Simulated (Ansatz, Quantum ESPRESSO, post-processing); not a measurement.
# Thickness dependence of 1T-SnO2, part 5 of 7

Aim: screening, gap and ionisation potential of 1T-SnO2 against the number of layers.

Quantum ESPRESSO 7.5; plane-wave DFT, LDA, GBRV ultrasoft pseudopotentials; geometry by Ansatz 0.2.0 with PAW datasets.

So far. Step 7 (Band structure, 1 layer: no field): Along this path the valence top lies between K and Γ and the conduction bottom at Γ. Step 13 (Potential by pp.x, 2 layers): The slope in the vacuum is 0.100 eV/Å for an applied 0.10 V/Å, as it should be.

## (14) Bands along a path, 2 layers: no field

Contents of n2.f0.bands.in:

```
&control
  prefix = 'n2.f0.bands'
  outdir = './out'
  pseudo_dir = './pseudo'
  calculation = 'bands'
  tefield = .true.
  dipfield = .true.
/
&system
  ibrav = 0
  nat = 6
  ntyp = 2
  ecutwfc = 40
  ecutrho = 200
  occupations = 'smearing'
  smearing = 'fd'
  degauss = 0.004
  edir = 3
  emaxpos = 0.97
  eopreg = 0.04
  eamp = 0.0
  nbnd = 30
/
&electrons
  conv_thr = 1e-07
  mixing_beta = 0.4
  electron_maxstep = 120
  mixing_mode = 'local-TF'
/
ATOMIC_SPECIES
  O   15.9990  o_lda_v1.2.uspp.F.UPF
  Sn  118.7100  sn_lda_v1.4.uspp.F.UPF
CELL_PARAMETERS angstrom
  3.21614537024490 -0.00000000000000 -0.00000000000000
  -1.60807268512245 2.78526359289579 0.00000000000000
  -0.00000000000000 0.00000000000000 23.87770876400000
ATOMIC_POSITIONS crystal
  O   0.666666666667 0.333333333333 0.360499753708
  Sn  0.000000000000 -0.000000000000 0.403008169099
  O   0.333333333333 0.666666666667 0.445403709341
  O   0.666666666667 0.333333333333 0.554596293838
  Sn  -0.000000000000 0.000000000000 0.596991821965
  O   0.333333333333 0.666666666667 0.639500252048
K_POINTS crystal_b
4
  0.0000000000 0.0000000000 0.0000000000 12
  0.5000000000 0.0000000000 0.0000000000 12
  0.3333333333 0.3333333333 0.0000000000 12
  0.0000000000 0.0000000000 0.0000000000 1
```

Command:

```
> cp -r out/n2.f0.save out/n2.f0.bands.save
> cp out/n2.f0.xml out/n2.f0.bands.xml
> OMP_NUM_THREADS=1 mpirun -n 4 pw.x -nk 4 -in n2.f0.bands.in > n2.f0.bands.out
```

The log of the run:

```text
[banner, memory and clock lines left out]
Program PWSCF v.7.5 starts

          URL

     Presently no symmetry can be used with electric field

     Atomic positions and unit cell read from directory:
     ./out/n2.f0.bands.save/

     G-vector sticks info

     bravais-lattice index     =            0
     lattice parameter (alat)  =       6.0776  a.u.
     unit-cell volume          =    1443.4150 (a.u.)^3
     number of atoms/cell      =            6
     number of atomic types    =            2
     number of electrons       =        52.00
     number of Kohn-Sham states=           30
     kinetic-energy cutoff     =      40.0000  Ry
     charge density cutoff     =     200.0000  Ry
     Exchange-correlation=  SLA  PZ   NOGX NOGC
                           (   1   1   0   0   0   0   0)

     celldm(1)=   6.077634  celldm(2)=   0.000000  celldm(3)=   0.000000
     celldm(4)=   0.000000  celldm(5)=   0.000000  celldm(6)=   0.000000

     crystal axes: (cart. coord. in units of alat)
               a(1) = (   1.000000  -0.000000  -0.000000 )
               a(2) = (  -0.500000   0.866025   0.000000 )
               a(3) = (  -0.000000   0.000000   7.424325 )

     reciprocal axes: (cart. coord. in units 2 pi/alat)
               b(1) = (  1.000000  0.577350  0.000000 )
               b(2) = (  0.000000  1.154701  0.000000 )
               b(3) = (  0.000000  0.000000  0.134692 )

     PseudoPot. # 1 for O  read from file:
     ./pseudo/o_lda_v1.2.uspp.F.UPF
     Pseudo is Ultrasoft + core correction, Zval =  6.0
     Generated by new atomic code, or converted to UPF format
     Using radial grid of  737 points,  5 beta functions with:
                l(1) =   0
                l(2) =   0
                l(3) =   1
                l(4) =   1
                l(5) =   2
     Q(r) pseudized with  8 coefficients,  rinner =    0.900   0.900   0.900
                                                       0.900   0.900

     PseudoPot. # 2 for Sn read from file:
     ./pseudo/sn_lda_v1.4.uspp.F.UPF
     Pseudo is Ultrasoft + core correction, Zval = 14.0
     Generated by new atomic code, or converted to UPF format
     Using radial grid of  891 points,  6 beta functions with:
                l(1) =   0
                l(2) =   0
                l(3) =   1
                l(4) =   1
                l(5) =   2
                l(6) =   2
     Q(r) pseudized with  8 coefficients,  rinner =    1.350   1.350   1.350
                                                       1.350   1.350

     atomic species   valence    mass     pseudopotential
     O                 6.00    15.99900     O ( 1.00)
     Sn               14.00   118.71000     Sn( 1.00)

     No symmetry found

   Cartesian axes

     site n.     atom                  positions (alat units)
         1        O      tau(   1) = (   0.5000000   0.2886751   2.6764674  )
         2        Sn     tau(   2) = (   0.0000000   0.0000000   2.9920637  )
         3        O      tau(   3) = (  -0.0000000   0.5773503   3.3068219  )
         4        O      tau(   4) = (   0.5000000   0.2886751   4.1175032  )
         5        Sn     tau(   5) = (  -0.0000000   0.0000000   4.4322614  )
         6        O      tau(   6) = (  -0.0000000   0.5773503   4.7478578  )

     number of k points=    37  Fermi-Dirac smearing, width (Ry)=  0.0040
                       cart. coord. in units 2pi/alat
        k(    1) = (   0.0000000   0.0000000   0.0000000), wk =   0.0540541
        k(    2) = (   0.0416667   0.0240563   0.0000000), wk =   0.0540541
        k(    3) = (   0.0833333   0.0481125   0.0000000), wk =   0.0540541
        k(    4) = (   0.1250000   0.0721688   0.0000000), wk =   0.0540541
        k(    5) = (   0.1666667   0.0962250   0.0000000), wk =   0.0540541
        k(    6) = (   0.2083333   0.1202813   0.0000000), wk =   0.0540541
        k(    7) = (   0.2500000   0.1443376   0.0000000), wk =   0.0540541
        k(    8) = (   0.2916667   0.1683938   0.0000000), wk =   0.0540541
        k(    9) = (   0.3333333   0.1924501   0.0000000), wk =   0.0540541
        k(   10) = (   0.3750000   0.2165064   0.0000000), wk =   0.0540541
        k(   11) = (   0.4166667   0.2405626   0.0000000), wk =   0.0540541
        k(   12) = (   0.4583333   0.2646189   0.0000000), wk =   0.0540541
        k(   13) = (   0.5000000   0.2886751   0.0000000), wk =   0.0540541
        k(   14) = (   0.4861111   0.3127314   0.0000000), wk =   0.0540541
        k(   15) = (   0.4722222   0.3367877   0.0000000), wk =   0.0540541
        k(   16) = (   0.4583333   0.3608439   0.0000000), wk =   0.0540541
        k(   17) = (   0.4444444   0.3849002   0.0000000), wk =   0.0540541
        k(   18) = (   0.4305556   0.4089564   0.0000000), wk =   0.0540541
        k(   19) = (   0.4166667   0.4330127   0.0000000), wk =   0.0540541
        k(   20) = (   0.4027778   0.4570690   0.0000000), wk =   0.0540541
        k(   21) = (   0.3888889   0.4811252   0.0000000), wk =   0.0540541
        k(   22) = (   0.3750000   0.5051815   0.0000000), wk =   0.0540541
        k(   23) = (   0.3611111   0.5292377   0.0000000), wk =   0.0540541
        k(   24) = (   0.3472222   0.5532940   0.0000000), wk =   0.0540541
        k(   25) = (   0.3333333   0.5773503   0.0000000), wk =   0.0540541
        k(   26) = (   0.3055556   0.5292377   0.0000000), wk =   0.0540541
        k(   27) = (   0.2777778   0.4811252   0.0000000), wk =   0.0540541
        k(   28) = (   0.2500000   0.4330127   0.0000000), wk =   0.0540541
        k(   29) = (   0.2222222   0.3849002   0.0000000), wk =   0.0540541
        k(   30) = (   0.1944444   0.3367877   0.0000000), wk =   0.0540541
        k(   31) = (   0.1666667   0.2886751   0.0000000), wk =   0.0540541
        k(   32) = (   0.1388889   0.2405626   0.0000000), wk =   0.0540541
        k(   33) = (   0.1111111   0.1924501   0.0000000), wk =   0.0540541
        k(   34) = (   0.0833333   0.1443376   0.0000000), wk =   0.0540541
        k(   35) = (   0.0555556   0.0962250   0.0000000), wk =   0.0540541
        k(   36) = (   0.0277778   0.0481125   0.0000000), wk =   0.0540541
        k(   37) = (   0.0000000   0.0000000   0.0000000), wk =   0.0540541

     Dense  grid:    69065 G-vectors     FFT dimensions: (  27,  27, 216)

     Smooth grid:    49369 G-vectors     FFT dimensions: (  25,  25, 192)

     Check: negative core charge=   -0.000001

     The potential is recalculated from file :
     ./out/n2.f0.bands.save/charge-density

     negative rho (up, down):  3.023E-04 0.000E+00

     Adding external electric field

     Computed dipole along edir(3) :
        Dipole                0.0000 Ry au,          0.0000 Debye
[...]
-3.0269  -3.0111   2.3573   2.4159   4.2758   4.5137

          k = 0.4722 0.3368 0.0000 (  6176 PWs)   bands (ev):

   -23.2103 -23.2069 -22.3871 -22.3863 -22.3538 -22.3533 -22.1897 -22.1879
   -22.1166 -22.1165 -19.2098 -19.1818 -17.4512 -17.4391  -9.2189  -9.2114
    -7.2011  -6.9693  -5.8968  -5.8523  -4.2879  -4.0503  -3.3033  -3.2833
    -3.0025  -3.0014   2.4060   2.4617   4.3600   4.6037

          k = 0.4583 0.3608 0.0000 (  6170 PWs)   bands (ev):

   -23.1943 -23.1909 -22.3812 -22.3812 -22.3803 -22.3802 -22.1911 -22.1892
   -22.1293 -22.1292 -19.1493 -19.1218 -17.4712 -17.4599  -9.2242  -9.2233
    -7.1625  -6.9317  -5.9560  -5.9366  -4.3308  -4.1752  -3.3331  -3.2773
    -2.9900  -2.9712   2.4831   2.5337   4.4955   4.7485

          k = 0.4444 0.3849 0.0000 (  6180 PWs)   bands (ev):

   -23.1722 -23.1690 -22.4185 -22.4178 -22.3731 -22.3724 -22.1930 -22.1911
   -22.1441 -22.1439 -19.0685 -19.0416 -17.4997 -17.4895  -9.2422  -9.2302
    -7.1095  -6.8802  -6.0400  -6.0287  -4.4028  -4.3345  -3.3791  -3.2449
    -2.9807  -2.9385   2.5827   2.6256   4.6757   4.9410

          k = 0.4306 0.4090 0.0000 (  6184 PWs)   bands (ev):

   -23.1447 -23.1415 -22.4650 -22.4643 -22.3629 -22.3622 -22.1954 -22.1935
   -22.1594 -22.1592 -18.9706 -18.9447 -17.5370 -17.5282  -9.2651  -9.2399
    -7.0432  -6.8158  -6.1521  -6.1075  -4.5187  -4.5082  -3.4101  -3.2085
    -2.9765  -2.9082   2.6972   2.7299   4.8927   5.1731

          k = 0.4167 0.4330 0.0000 (  6192 PWs)   bands (ev):

   -23.1122 -23.1092 -22.5184 -22.5177 -22.3507 -22.3502 -22.1983 -22.1965
   -22.1747 -22.1745 -18.8592 -18.8343 -17.5837 -17.5767  -9.2923  -9.2527
    -6.9653  -6.7404  -6.2630  -6.1849  -4.7187  -4.6451  -3.4209  -3.1699
    -2.9787  -2.8835   2.8182   2.8381   5.1374   5.4359

          k = 0.4028 0.4571 0.0000 (  6210 PWs)   bands (ev):

   -23.0754 -23.0725 -22.5762 -22.5753 -22.3369 -22.3364 -22.2017 -22.1999
   -22.1896 -22.1895 -18.7376 -18.7141 -17.6402 -17.6353  -9.3226  -9.2686
    -6.8783  -6.6565  -6.3644  -6.2543  -4.9254  -4.8049  -3.4119  -3.1320
    -2.9870  -2.8663   2.9366   2.9422   5.3999   5.7207

          k = 0.3889 0.4811 0.0000 (  6214 PWs)   bands (ev):

   -23.0351 -23.0324 -22.6358 -22.6349 -22.3216 -22.3212 -22.2056 -22.2041
   -22.2040 -22.2038 -18.6094 -18.5876 -17.7071 -17.7046  -9.3542  -9.2868
    -6.7862  -6.5681  -6.4494  -6.3108  -5.1291  -4.9751  -3.3867  -3.1005
    -2.9973  -2.8579   3.0348   3.0440   5.6686   6.0190

          k = 0.3750 0.5052 0.0000 (  6214 PWs)   bands (ev):

   -22.9920 -22.9896 -22.6952 -22.6941 -22.3052 -22.3049 -22.2183 -22.2182
   -22.2098 -22.2081 -18.4778 -18.4581 -17.7850 -17.7846  -9.3845  -9.3058
    -6.6952  -6.5143  -6.4808  -6.3507  -5.3185  -5.1408  -3.3494  -3.0902
    -2.9956  -2.8587   3.1103   3.1333   5.9277   6.3229

          k = 0.3611 0.5292 0.0000 (  6212 PWs)   bands (ev):

   -22.9471 -22.9448 -22.7525 -22.7512 -22.2884 -22.2881 -22.2320 -22.2318
   -22.2142 -22.2125 -18.3461 -18.3289 -17.8766 -17.8731  -9.4104  -9.3233
    -6.6161  -6.5541  -6.4072  -6.3722  -5.4784  -5.2846  -3.3038  -3.1111
    -2.9728  -2.8684   3.1652   3.1994   6.1521   6.6244

          k = 0.3472 0.5533 0.0000 (  6218 PWs)   bands (ev):

   -22.9012 -22.8991 -22.8061 -22.8045 -22.2718 -22.2715 -22.2451 -22.2449
   -22.2183 -22.2165 -18.2174 -18.2032 -17.9793 -17.9723  -9.4285  -9.3363
    -6.5694  -6.5654  -6.3754  -6.3619  -5.5881  -5.3844  -3.2530  -3.1504
    -2.9421  -2.8865   3.1979   3.2392   6.3027   6.9132

          k = 0.3333 0.5774 0.0000 (  6234 PWs)   bands (ev):

   -22.8573 -22.8572 -22.8509 -22.8508 -22.2576 -22.2575 -22.2572 -22.2571
   -22.2204 -22.2186 -18.1006 -18.1006 -18.0764 -18.0762  -9.4352  -9.3414
    -6.5603  -6.5603  -6.3610  -6.3610  -5.6269  -5.4199  -3.1999  -3.1999
    -2.9120  -2.9119   3.2085   3.2523   6.3512   7.0984

          k = 0.3056 0.5292 0.0000 (  6204 PWs)   bands (ev):

   -22.9342 -22.9319 -22.7652 -22.7640 -22.2794 -22.2790 -22.2505 -22.2501
   -22.2053 -22.2040 -18.3522 -18.3334 -17.8758 -17.8739  -9.4023  -9.3144
    -6.6725  -6.5026  -6.4469  -6.2805  -5.5013  -5.3032  -3.3171  -3.1016
    -2.9747  -2.8652   3.1698   3.2046   6.2250   6.8565

          k = 0.2778 0.4811 0.0000 (  6212 PWs)   bands (ev):

   -22.9849 -22.9820 -22.6841 -22.6833 -22.2966 -22.2961 -22.2615 -22.2608
   -22.1787 -22.1776 -18.6423 -18.6152 -17.7217 -17.7124  -9.2924  -9.2193
    -6.8063  -6.6224  -6.3015  -6.1439  -5.2363  -5.0551  -3.4457  -3.1049
    -2.9663  -2.8456   3.0643   3.0778   5.9609   6.5026

          k = 0.2500 0.4330 0.0000 (  6202 PWs)   bands (ev):

   -23.0045 -23.0012 -22.6160 -22.6157 -22.3082 -22.3076 -22.2747 -22.2740
   -22.1595 -22.1584 -18.9509 -18.9156 -17.6409 -17.6182  -9.0969  -9.0439
    -6.8568  -6.6819  -6.0809  -5.9711  -4.9331  -4.7713  -3.5704  -3.1996
    -2.8973  -2.8589   2.8941   2.9004   5.6401   6.1803

          k = 0.2222 0.3849 0.0000 (  6180 PWs)   bands (ev):

   -22.9926 -22.9888 -22.5647 -22.5646 -22.3137 -22.3131 -22.2866 -22.2860
   -22.1536 -22.1526 -19.2613 -19.2183 -17.6378 -17.6007  -8.8181  -8.7872
    -6.7891  -6.6264  -5.8233  -5.7829  -4.6347  -4.4941  -3.6748  -3.3018
    -2.9048  -2.8469   2.6644   2.6720   5.2970   5.8560

          k = 0.1944 0.3368 0.0000 (  6150 PWs)   bands (ev):

   -22.9507 -22.9467 -22.5326 -22.5323 -22.3133 -22.3126 -22.2958 -22.2953
   -22.1633 -22.1626 -19.5564 -19.5063 -17.7092 -17.6575  -8.4681  -8.4581
    -6.5988  -6.4483  -5.5982  -5.5501  -4.3664  -4.2475  -3.7433  -3.3945
    -2.9771  -2.8214   2.3627   2.3875   4.9367   5.4432

          k = 0.1667 0.2887 0.0000 (  6140 PWs)   bands (ev):

   -22.8826 -22.8786 -22.5199 -22.5194 -22.3076 -22.3068 -22.3043 -22.3039
   -22.1863 -22.1860 -19.8213 -19.7649 -17.8423 -17.7774  -8.0732  -8.0684
    -6.2985  -6.1575  -5.4273  -5.2805  -4.1476  -4.0478  -3.7657  -3.4665
    -3.0636  -2.8178   1.9619   2.0575   4.5543   4.9989

          k = 0.1389 0.2406 0.0000 (  6144 PWs)   bands (ev):

   -22.7945 -22.7908 -22.5242 -22.5235 -22.3206 -22.3204 -22.2974 -22.2967
   -22.2119 -22.2118 -20.0451 -19.9834 -18.0182 -17.9418  -7.6569  -7.6515
    -5.9127  -5.7763  -5.2607  -5.0290  -3.9956  -3.9044  -3.7420  -3.5097
    -3.1487  -2.8311   1.4787   1.6753   4.1534   4.5299

          k = 0.1111 0.1925 0.0000 (  6152 PWs)   bands (ev):

   -22.6954 -22.6924 -22.5423 -22.5414 -22.3528 -22.3527 -22.2839 -22.2831
   -22.2264 -22.2262 -20.2229 -20.1569 -18.2136 -18.1278  -7.2622  -7.2410
    -5.4761  -5.3364  -5.0639  -4.7994  -3.9199  -3.8157  -3.6857  -3.5249
    -3.2203  -2.8589   0.9412   1.2572   3.7463   4.0540

          k = 0.0833 0.1443 0.0000 (  6136 PWs)   bands (ev):

   -22.5977 -22.5955 -22.5707 -22.5697 -22.3911 -22.3910 -22.2679 -22.2671
   -22.2301 -22.2297 -20.3547 -20.2855 -18.4038 -18.3107  -6.9504  -6.8653
    -5.0312  -4.8788  -4.7953  -4.5834  -3.9047  -3.7660  -3.6259  -3.5271
    -3.2836  -2.9056   0.3913   0.8368   3.3554   3.6015

          k = 0.0556 0.0962 0.0000 (  6123 PWs)   bands (ev):

   -22.6037 -22.6023 -22.5155 -22.5145 -22.4212 -22.4211 -22.2505 -22.2498
   -22.2297 -22.2294 -20.4441 -20.3728 -18.5640 -18.4655  -6.7447  -6.5710
    -4.6127  -4.4645  -4.4582  -4.3721  -3.9141  -3.7310  -3.5914  -3.5372
    -3.3636  -2.9805  -0.1127   0.4640   3.0181   3.2159

          k = 0.0278 0.0481 0.0000 (  6131 PWs)   bands (ev):

   -22.6298 -22.6283 -22.4624 -22.4621 -22.4388 -22.4387 -22.2350 -22.2346
   -22.2288 -22.2285 -20.4956 -20.4231 -18.6715 -18.5697  -6.6369  -6.3878
    -4.2467  -4.1844  -4.1837  -4.1567  -3.9001  -3.6798  -3.6003  -3.5651
    -3.4853  -3.0817  -0.4865   0.2006   2.7836   2.9507

          k = 0.0000 0.0000 0.0000 (  6115 PWs)   bands (ev):

   -22.6398 -22.6382 -22.4444 -22.4444 -22.4443 -22.4443 -22.2284 -22.2284
   -22.2281 -22.2281 -20.5124 -20.4394 -18.7095 -18.6065  -6.6043  -6.3264
    -4.0920  -4.0920  -4.0628  -4.0628  -3.8417  -3.6269  -3.6269  -3.5895
    -3.5895  -3.1455  -0.6288   0.1045   2.6989   2.8553

     XML data file, pseudopotentials, collected wavefunctions

                                        0.00s GPU  (     314 calls)
[key lines of the parts left out:]
Dipole field          0.0000 Ry au,
```

Wall time 22 s (4 MPI ranks of Arm Neoverse V2, shared host); peak memory 0.35 GiB; 86 s of CPU time.

Numbers from this step:

```
dipole along the normal              : 0 e·Å
valence top, on the run's zero       : -2.818 eV
conduction bottom, on the run's zero : -0.6288 eV
gap by band count                    : 2.189 eV
```

Band numbers count within the set of bands kept for display. The electronic bands at the labelled points (eV, zero at the highest filled level of the SCF mesh; v1 is the highest filled band, c1 the lowest empty one):

```tsv
point	v4	v3	v2	v1	c1	c2	c3	c4
Γ	-0.81	-0.77	-0.77	-0.33	2.19	2.92	5.52	5.67
halfway	-0.55	-0.48	-0.37	-0.05	4.34	4.52	6.78	7.14
M	-0.51	-0.41	-0.22	-0.20	5.16	5.22	7.06	7.30
halfway	-0.60	-0.35	-0.16	-0.07	5.64	5.66	7.96	8.25
K	-0.38	-0.38	-0.09	-0.09	6.03	6.07	9.17	9.92
halfway	-0.95	-0.65	-0.25	0.00	4.78	4.88	7.37	7.82
Γ	-0.81	-0.77	-0.77	-0.33	2.19	2.92	5.52	5.67
```

Along this path the valence top lies between K and Γ and the conduction bottom at Γ.

## (15) Polarisability from the dipole between 0 and 0.1 V/A, 2 layers

Read from the output:

| Item | Value |
| --- | --- |
| polarisability a cell | 4.332 Å³ |
| sheet polarisability 4πα/A | 6.077 Å |

The change of the potential energy, second field less first by z:

z (Å), change of the potential energy, second field less first (eV) and a bar from the least value:
```
        0     -0.445 #######
        1     -0.790 
        2     -0.690 ##
        3     -0.590 ####
        4     -0.490 ######
        5     -0.390 ########
        6     -0.290 #########
        7     -0.193 ###########
        8     -0.117 #############
        9     -0.087 #############
       10     -0.074 #############
       11     -0.052 ##############
       12      0.004 ###############
       13      0.056 ################
       14      0.075 ################
       15      0.088 #################
       16      0.123 #################
       17      0.204 ###################
       18      0.303 #####################
       19      0.402 ######################
       20      0.502 ########################
       21      0.602 ##########################
       22      0.702 ############################
       23      0.802 ##############################
```

[end of part 5 of 7]

[Logs are printed without paths, hosts, clocks, repeated set-up lines and the standing remarks that a program may print on its own settings, such as how far it seeks lower states.]

[Hosts, paths, dates, database ids (printed as entryN), source tags and the programs' standing remarks are cut or masked in the printed files.]

[Maps of the electrostatic potential energy from Ansatz leave out the sawtooth potential of an applied field or a dipole correction, so their vacuum need not be flat; planar profiles and work functions include it.]
